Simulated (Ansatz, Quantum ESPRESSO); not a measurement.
# Cl-CC-Cl chair, 1 layer: response to a perpendicular field, part 2 of 6

How does Cl-CC-Cl chair, 1 layer respond to a gate-like field without added charge?

Quantum ESPRESSO 7.5; plane-wave DFT, LDA, GBRV ultrasoft pseudopotentials; geometry and cross-check by Ansatz 0.2.0 with PAW datasets.

So far: The starting structure; Relaxation with Ansatz.

### Step 3. SCF with pw.x: no field

The zero-field run is the reference. tefield and dipfield are on already, so that all runs share k-points and boundary.

Level of this step: plane-wave DFT, LDA, GBRV ultrasoft pseudopotentials (Quantum ESPRESSO 7.5).

The input, f0.in:

```
&control
  prefix = 'f0'
  outdir = './out'
  pseudo_dir = './pseudo'
  calculation = 'scf'
  tprnfor = .true.
  tefield = .true.
  dipfield = .true.
/
&system
  ibrav = 0
  nat = 4
  ntyp = 2
  ecutwfc = 40
  ecutrho = 200
  occupations = 'smearing'
  smearing = 'fd'
  degauss = 0.004
  edir = 3
  emaxpos = 0.97
  eopreg = 0.04
  eamp = 0.0
/
&electrons
  conv_thr = 1e-09
  mixing_beta = 0.4
  electron_maxstep = 120
  mixing_mode = 'plain'
/
ATOMIC_SPECIES
  Cl  35.4500  cl_lda_v1.4.uspp.F.UPF
  C   12.0110  c_lda_v1.2.uspp.F.UPF
CELL_PARAMETERS angstrom
  2.91237012967507 -0.00000000000000 0.00000000000000
  -1.45618506483753 2.52218651752159 -0.00000000000000
  0.00000000000000 0.00000000000000 21.06666666670000
ATOMIC_POSITIONS crystal
  Cl  0.666666666667 0.333333333333 0.404701050838
  C   0.666666666667 0.333333333333 0.487918350352
  C   0.333333333333 0.666666666667 0.512081630929
  Cl  0.333333333333 0.666666666667 0.595298967881
K_POINTS automatic
  12 12 1 0 0 0
```

The run is started by

```bash
> OMP_NUM_THREADS=1 mpirun -n 2 pw.x -nk 2 -in f0.in > f0.out
```

Log:

```text
Program PWSCF v.7.5 starts
[citation notice left out]

     Parallel version (MPI & OpenMP), running on       2 processor cores
     Number of MPI processes:                 2
     Threads/MPI process:                     1

     MPI processes distributed on     1 nodes
[...]
Current dimensions of program PWSCF are:
     Max number of different atomic species (ntypx) = 10
     Max number of k-points (npk) =  40000
     Max angular momentum in pseudopotentials (lmaxx) =  4
     Presently no symmetry can be used with electric field

     K-points division:     npool     =       2
     Subspace diagonalization in iterative solution of the eigenvalue problem:
     a serial algorithm will be used

     G-vector sticks info
     --------------------
     sticks:   dense  smooth     PW     G-vecs:    dense   smooth      PW
     Sum         421     337    121                49979    35561    7427

     Using Slab Decomposition

     bravais-lattice index     =            0
     lattice parameter (alat)  =       5.5036  a.u.
     unit-cell volume          =    1044.2782 (a.u.)^3
     number of atoms/cell      =            4
     number of atomic types    =            2
     number of electrons       =        22.00
     number of Kohn-Sham states=           15
     kinetic-energy cutoff     =      40.0000  Ry
     charge density cutoff     =     200.0000  Ry
     scf convergence threshold =      1.0E-09
     mixing beta               =       0.4000
     number of iterations used =            8  plain     mixing
     Exchange-correlation= SLA  PZ   NOGX NOGC
                           (   1   1   0   0   0   0   0)

     celldm(1)=   5.503582  celldm(2)=   0.000000  celldm(3)=   0.000000
     celldm(4)=   0.000000  celldm(5)=   0.000000  celldm(6)=   0.000000

     crystal axes: (cart. coord. in units of alat)
               a(1) = (   1.000000  -0.000000   0.000000 )
               a(2) = (  -0.500000   0.866025  -0.000000 )
               a(3) = (   0.000000   0.000000   7.233513 )

     reciprocal axes: (cart. coord. in units 2 pi/alat)
               b(1) = (  1.000000  0.577350 -0.000000 )
               b(2) = (  0.000000  1.154701 -0.000000 )
               b(3) = (  0.000000  0.000000  0.138245 )

     PseudoPot. # 1 for Cl read from file:
     ./pseudo/cl_lda_v1.4.uspp.F.UPF
     Pseudo is Ultrasoft + core correction, Zval =  7.0
     Generated by new atomic code, or converted to UPF format
     Using radial grid of  909 points,  6 beta functions with:
                l(1) =   0
                l(2) =   0
                l(3) =   1
                l(4) =   1
                l(5) =   2
                l(6) =   2
     Q(r) pseudized with  8 coefficients,  rinner =    1.300   1.300   1.300
                                                       1.300   1.300

     PseudoPot. # 2 for C  read from file:
     ./pseudo/c_lda_v1.2.uspp.F.UPF
     Pseudo is Ultrasoft + core correction, Zval =  4.0
     Generated by new atomic code, or converted to UPF format
     Using radial grid of  721 points,  4 beta functions with:
                l(1) =   0
                l(2) =   0
                l(3) =   1
                l(4) =   1
     Q(r) pseudized with  8 coefficients,  rinner =    1.100   1.100   1.100

     atomic species   valence    mass     pseudopotential
     Cl                7.00    35.45000     Cl( 1.00)
     C                 4.00    12.01100     C ( 1.00)

     No symmetry found

   Cartesian axes

     site n.     atom                  positions (alat units)
         1        Cl     tau(   1) = (   0.5000000   0.2886751   2.9274102  )
         2        C      tau(   2) = (   0.5000000   0.2886751   3.5293636  )
         3        C      tau(   3) = (  -0.0000000   0.5773503   3.7041490  )
         4        Cl     tau(   4) = (  -0.0000000   0.5773503   4.3061027  )

     number of k points=    74  Fermi-Dirac smearing, width (Ry)=  0.0040
                       cart. coord. in units 2pi/alat
        k(    1) = (   0.0000000   0.0000000   0.0000000), wk =   0.0138889
        k(    2) = (   0.0000000   0.0962250   0.0000000), wk =   0.0277778
        k(    3) = (   0.0000000   0.1924501   0.0000000), wk =   0.0277778
        k(    4) = (   0.0000000   0.2886751   0.0000000), wk =   0.0277778
        k(    5) = (   0.0000000   0.3849002   0.0000000), wk =   0.0277778
        k(    6) = (   0.0000000   0.4811252   0.0000000), wk =   0.0277778
        k(    7) = (   0.0000000  -0.5773503   0.0000000), wk =   0.0138889
        k(    8) = (   0.0833333   0.0481125   0.0000000), wk =   0.0277778
        k(    9) = (   0.0833333   0.1443376   0.0000000), wk =   0.0277778
        k(   10) = (   0.0833333   0.2405626   0.0000000), wk =   0.0277778
[...]
k(   74) = (  -0.5000000  -0.8660254   0.0000000), wk =   0.0138889

     Dense  grid:    49979 G-vectors     FFT dimensions: (  25,  25, 180)

     Smooth grid:    35561 G-vectors     FFT dimensions: (  24,  24, 162)

     Estimated max dynamical RAM per process >     147.37 MB

     Estimated total dynamical RAM >     282.54 MB

     Initial potential from superposition of free atoms

     starting charge      21.9999, renormalised to      22.0000

     negative rho (up, down):  2.929E-02 0.000E+00

     Adding external electric field

     Computed dipole along edir(3) :
        Dipole                0.0000 Ry au,          0.0000 Debye
        Dipole field          0.0000 Ry au,

        Potential amp.       -0.0000 Ry
        Total length         38.2178 bohr

     Starting wfcs are   16 randomized atomic wfcs

     total cpu time spent up to now is        1.7 secs

     per-process dynamical memory:    71.7 Mb

     Self-consistent Calculation

     iteration #  1     ecut=    40.00 Ry     beta= 0.40
     Davidson diagonalization with overlap
     ethr =  1.00E-02,  avg # of iterations =  3.1

     Threshold (ethr) on eigenvalues was too large:
     Diagonalizing with lowered threshold

     Davidson diagonalization with overlap
     ethr =  3.80E-04,  avg # of iterations =  3.6

     negative rho (up, down):  2.918E-02 0.000E+00

     Adding external electric field

     Computed dipole along edir(3) :
        Dipole                0.0001 Ry au,          0.0002 Debye
        Dipole field          0.0000 Ry au,

        Potential amp.       -0.0001 Ry
        Total length         38.2178 bohr

     total cpu time spent up to now is       10.5 secs

     total energy              =     -89.43779893 Ry
     estimated scf accuracy    <       0.08616657 Ry

     iteration #  2     ecut=    40.00 Ry     beta= 0.40
[...]
negative rho (up, down):  2.890E-02 0.000E+00

[...]
Dipole               -0.0001 Ry au,         -0.0003 Debye
[...]
total energy              =     -89.43577785 Ry
     estimated scf accuracy    <       0.02192503 Ry

     iteration #  3     ecut=    40.00 Ry     beta= 0.40
[...]
negative rho (up, down):  2.859E-02 0.000E+00

[...]
Dipole                0.0001 Ry au,          0.0004 Debye
[...]
total energy              =     -89.43670152 Ry
     estimated scf accuracy    <       0.00732468 Ry

     iteration #  4     ecut=    40.00 Ry     beta= 0.40
[...]
negative rho (up, down):  2.827E-02 0.000E+00

[...]
Dipole               -0.0006 Ry au,         -0.0015 Debye
[...]
total energy              =     -89.43770855 Ry
     estimated scf accuracy    <       0.00028744 Ry

     iteration #  5     ecut=    40.00 Ry     beta= 0.40
[...]
negative rho (up, down):  2.821E-02 0.000E+00

[...]
Dipole                0.0020 Ry au,          0.0050 Debye
[...]
total energy              =     -89.43777621 Ry
     estimated scf accuracy    <       0.00001288 Ry

     iteration #  6     ecut=    40.00 Ry     beta= 0.40
[...]
negative rho (up, down):  2.820E-02 0.000E+00

[...]
Dipole               -0.0002 Ry au,         -0.0005 Debye
[...]
total energy              =     -89.43778677 Ry
     estimated scf accuracy    <       0.00001068 Ry

     iteration #  7     ecut=    40.00 Ry     beta= 0.40
[...]
negative rho (up, down):  2.819E-02 0.000E+00

[...]
Dipole               -0.0000 Ry au,         -0.0001 Debye
[...]
total energy              =     -89.43778781 Ry
     estimated scf accuracy    <       0.00000073 Ry

     iteration #  8     ecut=    40.00 Ry     beta= 0.40
[...]
negative rho (up, down):  2.818E-02 0.000E+00

[...]
Dipole                0.0000 Ry au,          0.0000 Debye
[...]
total energy              =     -89.43778792 Ry
     estimated scf accuracy    <       0.00000005 Ry

     iteration #  9     ecut=    40.00 Ry     beta= 0.40
[...]
negative rho (up, down):  2.818E-02 0.000E+00

[...]
Dipole               -0.0000 Ry au,         -0.0000 Debye
[...]
total energy              =     -89.43778793 Ry
     estimated scf accuracy    <          2.2E-09 Ry

     iteration # 10     ecut=    40.00 Ry     beta= 0.40
[...]
negative rho (up, down):  2.818E-02 0.000E+00

[...]
Dipole                0.0000 Ry au,          0.0001 Debye
[...]
End of self-consistent calculation

          k = 0.0000 0.0000 0.0000 (  4533 PWs)   bands (ev):

   -19.9899 -18.5143 -14.8635  -9.6557  -6.0143  -4.4401  -4.4401  -1.3909
    -1.3909  -0.1150  -0.1150   1.3520   1.7450   3.5233   3.5237

          k = 0.0000 0.0962 0.0000 (  4531 PWs)   bands (ev):

   -19.8852 -18.4292 -14.7668  -9.5887  -6.0314  -5.0630  -4.6361  -1.8317
    -1.4573  -0.6101  -0.2155   1.5966   2.0549   2.9729   3.5882

          k = 0.0000 0.1925 0.0000 (  4513 PWs)   bands (ev):

   -19.5788 -18.1870 -14.4856  -9.4275  -6.4668  -6.0454  -5.1036  -2.8346
    -1.7872  -1.6607  -0.4778   1.9556   2.2939   3.2050   4.2826

          k = 0.0000 0.2887 0.0000 (  4482 PWs)   bands (ev):

   -19.0980 -17.8313 -14.0490  -9.4202  -7.6924  -6.3189  -5.6342  -3.8756
    -3.1741  -1.9510  -0.8087   1.9300   2.5106   3.4617   5.3110

          k = 0.0000 0.3849 0.0000 (  4446 PWs)   bands (ev):

   -18.5036 -17.4508 -13.5140 -10.1973  -8.0239  -6.7756  -6.0845  -4.6852
    -4.3912  -2.2341  -1.1124   1.6663   3.0647   3.5139   6.0364

          k = 0.0000 0.4811 0.0000 (  4430 PWs)   bands (ev):

   -17.9250 -17.1867 -12.9662 -11.2343  -7.9379  -7.1833  -6.3781  -5.3498
    -5.0605  -2.4328  -1.3199   1.5504   3.4449   3.5228   6.4795

[...]
the Fermi energy is     0.6398 ev

!    total energy              =     -89.43778794 Ry
     estimated scf accuracy    <          4.8E-10 Ry
     smearing contrib. (-TS)   =      -0.00000000 Ry
     internal energy E=F+TS    =     -89.43778793 Ry

     The total energy is F=E-TS. E is the sum of the following terms:
     one-electron contribution =    -802.72580857 Ry
     hartree contribution      =     406.78144978 Ry
     xc contribution           =     -25.79704093 Ry
     ewald contribution        =     332.30361178 Ry
     electric field correction =       0.00000000 Ry

     convergence has been achieved in  10 iterations

     negative rho (up, down):  2.818E-02 0.000E+00

     Forces acting on atoms (cartesian axes, Ry/au):

     atom    1 type  1   force =     0.00000002    0.00000004    0.01755479
     atom    2 type  2   force =    -0.00000000    0.00000001   -0.00114675
     atom    3 type  2   force =    -0.00000001   -0.00000004    0.00115148
     atom    4 type  1   force =    -0.00000001   -0.00000001   -0.01755952

     Total force =     0.024883     Total SCF correction =     0.000045

[...]
=------------------------------------------------------------------------------=
   JOB DONE.
=------------------------------------------------------------------------------=
```

Elapsed: 52 s, on 2 MPI ranks of Arm Neoverse V2, shared host; peak memory 0.34 GiB.

This step gave:

| Quantity | Value |
| --- | --- |
| free energy | -1216.8631 eV |
| Fermi energy | 0.6398 eV |
| dipole along the normal | 2.08e-5 e·Å |
| valence top, on the run's zero | -0.1150 eV |
| conduction bottom, on the run's zero | 1.352 eV |
| gap by band count | 1.467 eV |

The run needed 10 iterations to bring the estimated error under 1e-09 Ry; the largest force on any atom, held or free, is 0.45 eV/Å.

### Step 4. Potential by pp.x

plot_num = 11 writes the bare and Hartree potential. It leaves out exchange and correlation, which fade slowly, so it flattens close to the surface.

The input, f0.pot.in:

```
&inputpp
  prefix = 'f0'
  outdir = './out'
  filplot = 'f0.pot.dat'
  plot_num = 11
/
```

The run is started by

```bash
> OMP_NUM_THREADS=1 mpirun -n 2 pp.x -in f0.pot.in > f0.pot.out
```

Run time: 0.89 s. Hardware: 2 MPI ranks; peak memory 0.11 GiB; 1.6 s of CPU time.

Numbers from this step:

* slope of the potential above: 9.93e-6 eV/Å
* upper vacuum line continued to the top atoms, over the valence top: 4.152 eV
* slope of the potential below: -1.58e-5 eV/Å
* lower vacuum line continued to the bottom atoms, over the valence top: 4.153 eV
* vacuum level at the upper face over the valence top of the mesh: 4.152 eV
* vacuum level at the lower face over the valence top of the mesh: 4.153 eV

The vacuum is flat to 0.1 meV/Å, so its level is well defined. Inside the slab the curve depends on the local part of the pseudopotentials; only the vacuum level has a meaning of its own.

(Part 2 of 6 ends here.)

[Logs are printed without paths, hosts, clocks, repeated set-up lines and the standing remarks that a program may print on its own settings, such as how far it seeks lower states.]

[Hosts, paths, dates, database ids (printed as entryN), source tags and the programs' standing remarks are cut or masked in the printed files.]

[Maps of the electrostatic potential energy from Ansatz leave out the sawtooth potential of an applied field or a dipole correction, so their vacuum need not be flat; planar profiles and work functions include it.]
